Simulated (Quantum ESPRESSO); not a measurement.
# How a distortion at fixed volume moves the moments of CrO2

Wanted: the trend of the moments of CrO2 with a distortion at fixed volume.

Program: Quantum ESPRESSO 7.5. Level of theory: PBE; plane waves with GBRV 1.5 PBE potentials, no spin-orbit coupling. Results are calculated unless marked as measured.

Most raw output is cut from this account.

### 1. The structure

The structure is tetragonal, space group P4_2/mnm (No. 136). The conventional cell has a = 4.421 Å, b = 4.421 Å, c = 2.917 Å, α = 90.00°, β = 90.00°, γ = 90.00°. Cr has 6 O at 1.89 to 1.91 Å nearest. O has 3 Cr at 1.89 to 1.91 Å nearest. Farther neighbours and most contacts between anions are not listed.

The lattice constants were typed from memory of published values and not checked against a source.

### 2. Factor along z 0.92, ferro ++

Lengths along Cartesian z scale by the factor and those normal to it by its inverse root. Atoms keep their fractional places. Seeded atoms are those given a starting moment.

Contents of pw.in:

```
&CONTROL
  calculation = 'scf'
  prefix = 'pwscf'
  outdir = './tmp'
  pseudo_dir = './pseudo'
  disk_io = 'nowf'
  tprnfor = .true.
  tstress = .true.
/
&SYSTEM
  ibrav = 0
  celldm(1) = 8
  nat = 6
  ntyp = 2
  ecutwfc = 40
  ecutrho = 280
  nbnd = 39
  occupations = 'smearing'
  smearing = 'fd'
  degauss = 0.00367493
  nspin = 2
  starting_magnetization(1) = 0.2143
  starting_magnetization(2) = 0
/
&ELECTRONS
  conv_thr = 1.2d-08
  electron_maxstep = 150
  mixing_beta = 0.3
/
ATOMIC_SPECIES
Cr     51.9961 cr_pbe_v1.5.uspp.F.UPF
O      15.9990 o_pbe_v1.2.uspp.F.UPF
CELL_PARAMETERS alat
   1.0887683340673    0.0000000000000    0.0000000000000
   0.0000000000000    1.0887683340673    0.0000000000000
   0.0000000000000    0.0000000000000    0.6339180771363
ATOMIC_POSITIONS crystal
Cr      0.0000000000    0.0000000000    0.0000000000
Cr      0.5000000000    0.5000000000    0.5000000000
O       0.3030000000    0.3030000000    0.0000000000
O       0.6970000000    0.6970000000    0.0000000000
O       0.8030000000    0.1970000000    0.5000000000
O       0.1970000000    0.8030000000    0.5000000000
K_POINTS automatic
6 6 10 0 0 0
```

Launch:

```
> OMP_NUM_THREADS=1 mpirun -n 4 pw.x -nk 4 -in pw.in > pw.out
```

The job ended after 67 s (4 MPI ranks of Arm Neoverse N1, shared host; peak memory 0.46 GiB; 4.5 min of CPU time).

Spin moment in the atom's sphere by atom:

```tsv
atom	spin moment in the atom's sphere (μB)
Cr1	1.67
Cr2	1.67
O3	-0.04
O4	-0.04
O5	-0.04
O6	-0.04
```

Numbers from this step:

```yaml
smearing_term_ts: 0.02590 eV
pressure: 8.971 GPa
magnetization: 4 μB
absolute_magnetization: 4.393 μB
final_state: ferromagnetic
```

### 3. Factor along z 0.92, antiferro +-

Edit pw.in of step 2 so:

```diff
@@ -13,6 +13,6 @@
   nat = 6
-  ntyp = 2
+  ntyp = 3
   ecutwfc = 40
   ecutrho = 280
-  nbnd = 39
+  nbnd = 36
   occupations = 'smearing'
@@ -22,3 +22,4 @@
   starting_magnetization(1) = 0.2143
-  starting_magnetization(2) = 0
+  starting_magnetization(2) = -0.2143
+  starting_magnetization(3) = 0
 /
@@ -30,3 +31,4 @@
 ATOMIC_SPECIES
-Cr     51.9961 cr_pbe_v1.5.uspp.F.UPF
+Cr1    51.9961 cr_pbe_v1.5.uspp.F.UPF
+Cr2    51.9961 cr_pbe_v1.5.uspp.F.UPF
 O      15.9990 o_pbe_v1.2.uspp.F.UPF
@@ -37,4 +39,4 @@
 ATOMIC_POSITIONS crystal
-Cr      0.0000000000    0.0000000000    0.0000000000
-Cr      0.5000000000    0.5000000000    0.5000000000
+Cr1     0.0000000000    0.0000000000    0.0000000000
+Cr2     0.5000000000    0.5000000000    0.5000000000
 O       0.3030000000    0.3030000000    0.0000000000
```

Run time: 1.8 min. Hardware: 4 MPI ranks; peak memory 0.49 GiB; 7.1 min of CPU time.

Spin moment in the atom's sphere by atom:

```tsv
atom	spin moment in the atom's sphere (μB)
Cr1	1.38
Cr2	-1.38
O3	0.01
O4	0.01
O5	-0.01
O6	-0.01
```

This step gave:

```yaml
smearing_term_ts: 0.04049 eV
pressure: 5.889 GPa
magnetization: 0 μB
absolute_magnetization: 3.555 μB
final_state: antiferromagnetic
```

### 4. Factor along z 0.92, no spin polarisation

Edit pw.in of step 3 so:

```diff
@@ -13,3 +13,3 @@
   nat = 6
-  ntyp = 3
+  ntyp = 2
   ecutwfc = 40
@@ -20,6 +20,2 @@
   degauss = 0.00367493
-  nspin = 2
-  starting_magnetization(1) = 0.2143
-  starting_magnetization(2) = -0.2143
-  starting_magnetization(3) = 0
 /
@@ -31,4 +27,3 @@
 ATOMIC_SPECIES
-Cr1    51.9961 cr_pbe_v1.5.uspp.F.UPF
-Cr2    51.9961 cr_pbe_v1.5.uspp.F.UPF
+Cr     51.9961 cr_pbe_v1.5.uspp.F.UPF
 O      15.9990 o_pbe_v1.2.uspp.F.UPF
@@ -39,4 +34,4 @@
 ATOMIC_POSITIONS crystal
-Cr1     0.0000000000    0.0000000000    0.0000000000
-Cr2     0.5000000000    0.5000000000    0.5000000000
+Cr      0.0000000000    0.0000000000    0.0000000000
+Cr      0.5000000000    0.5000000000    0.5000000000
 O       0.3030000000    0.3030000000    0.0000000000
```

It took 31 s on 4 MPI ranks; peak memory 0.38 GiB; 2.1 min of CPU time.

This step gave:

- smearing term TS: 0.05427 eV
- pressure: -0.2597 GPa
- final state: non-magnetic (no spin polarisation)

### 5. Factor along z 1.08, ferro ++

Edit pw.in of step 4 so:

```diff
@@ -16,3 +16,3 @@
   ecutrho = 280
-  nbnd = 36
+  nbnd = 39
   occupations = 'smearing'
@@ -20,2 +20,5 @@
   degauss = 0.00367493
+  nspin = 2
+  starting_magnetization(1) = 0.2143
+  starting_magnetization(2) = 0
 /
@@ -30,5 +33,5 @@
 CELL_PARAMETERS alat
-   1.0887683340673    0.0000000000000    0.0000000000000
-   0.0000000000000    1.0887683340673    0.0000000000000
-   0.0000000000000    0.0000000000000    0.6339180771363
+   1.0048876694399    0.0000000000000    0.0000000000000
+   0.0000000000000    1.0048876694399    0.0000000000000
+   0.0000000000000    0.0000000000000    0.7441646992470
 ATOMIC_POSITIONS crystal
```

It took 73 s on 4 MPI ranks; peak memory 0.47 GiB.

Read from the output:

| Item | Value |
| --- | --- |
| smearing term TS | 0.007507 eV |
| pressure | 2.149 GPa |
| magnetization | 4 μB |
| absolute magnetization | 4.796 μB |
| final state | ferromagnetic |
| largest moment | 1.708 μB |

### 6. All points

The runs not shown differ from these in the moved quantity alone.

States, by row:

```tsv
tetragonal	ferro ++	antiferro +-	no spin polarisation
0.92	ferromagnetic	antiferromagnetic	non-magnetic
0.95	ferromagnetic	antiferromagnetic	non-magnetic
0.98	ferromagnetic	antiferromagnetic	non-magnetic
1	ferromagnetic	antiferromagnetic	non-magnetic
1.02	ferromagnetic	antiferromagnetic	non-magnetic
1.05	ferromagnetic	antiferromagnetic	non-magnetic
1.08	ferromagnetic	antiferromagnetic	non-magnetic
```

Table of largest site moment by tetragonal:

```tsv
tetragonal (factor)	ferro ++ (μB)	antiferro +- (μB)
0.9200	1.67	1.38
0.9500	1.72	1.50
0.9800	1.74	1.52
1.0000	1.75	1.52
1.0200	1.74	1.51
1.0500	1.73	1.49
1.0800	1.71	1.48
```

Table of energy less that of the parallel start by tetragonal; values in meV a seeded atom:

```tsv
tetragonal (factor)	antiferro +-	no spin polarisation
0.9200	71.5	283
0.9500	121	422
0.9800	151	553
1.0000	167	630
1.0200	178	692
1.0500	189	752
1.0800	192	778
```

Table of energy over the lowest by tetragonal; values in meV an atom:

```tsv
tetragonal (factor)	ferro ++	antiferro +-	no spin polarisation
0.9200	82.6	106	177
0.9500	30.6	70.9	171
0.9800	4.25	54.6	189
1.0000	0	55.5	210
1.0200	5.40	64.7	236
1.0500	29.6	92.5	280
1.0800	71.2	135	331
```

### 7. Summary of results

| Item | Value |
| --- | --- |
| moment, parallel start | 1.67 to 1.75 μB |
| states met from these starts | antiferromagnetic and ferromagnetic |

**Reading.** The moment of the parallel start goes from 1.67 μB at 0.92 to 1.71 μB at 1.08, by way of 1.75 μB. The net moment of the cell goes from 4 to 4 μB. The radius of the spheres follows the nearest distance, so part of the change of the site moments is the spheres'. The largest moment of the start antiferro +- lies between 1.38 and 1.52 μB. The start antiferro +- lies over the parallel one at every finished point, by 71.5 to 192 meV a seeded atom. No Hubbard term acts here. In such compounds local and semilocal functionals without one often delocalise the d electrons, and can shrink or lose moments and miss the size, sign and order of the couplings. The smearing term is large for its width, so states at the Fermi level are partly filled: at this level the cell is a metal or has a gap of a few widths at most.

[Logs and program files are shortened in this print: banners, set-up blocks, solver, clock and traceback lines can be left out without a mark of their own.]

[Logs are printed without paths, hosts, clocks, repeated set-up lines and the standing remarks that a program may print on its own settings, such as how far it seeks lower states.]

[Hosts, paths, dates, database ids (printed as entryN), source tags and the programs' standing remarks are cut or masked in the printed files.]

[Where a cell is said to come from a database of computed structures, the database is the Materials Project.]
